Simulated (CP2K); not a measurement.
The C K edge of 2-methoxyoxazole was computed by TDDFT (CP2K XAS_TDP, aug-cc-pVDZ, TDA) at these levels: PBEh(45%), PBEh(45%) + GW2X and PBEh(60%). The first three lines of C1 (bonded to O and 3 H) with a strength over 0.0015, energy in eV and strength:

```
run           first          second           third
  1  288.78 (0.064)  290.34 (0.002)  290.77 (0.039)
  2  284.81 (0.048)  286.24 (0.020)  286.26 (0.025)
  3  291.55 (0.046)  292.98 (0.020)  292.99 (0.025)
```

Which run is which?

Run 1: PBEh(60%) (60 % exact exchange). Run 2: PBEh(45%) (45 % exact exchange). Run 3: PBEh(45%) + GW2X (45 % exact exchange). Self-interaction lifts the core level, so the uncorrected lines rise with the share of exact exchange. The GW2X run keeps the spacings of its parent: 1.43 eV between the first two lines in run 3, 1.43 eV in run 2. Its shift is +6.74 eV, since the Kohn–Sham level at this share of exchange lies that far above the quasiparticle level.

[Banner, clock and machine lines of the logs are left out without a mark of their own.]

[Logs are printed without paths, hosts, clocks, repeated set-up lines and the standing remarks that a program may print on its own settings, such as how far it seeks lower states.]

[Hosts, paths, dates, database ids (printed as entryN), source tags and the programs' standing remarks are cut or masked in the printed files.]
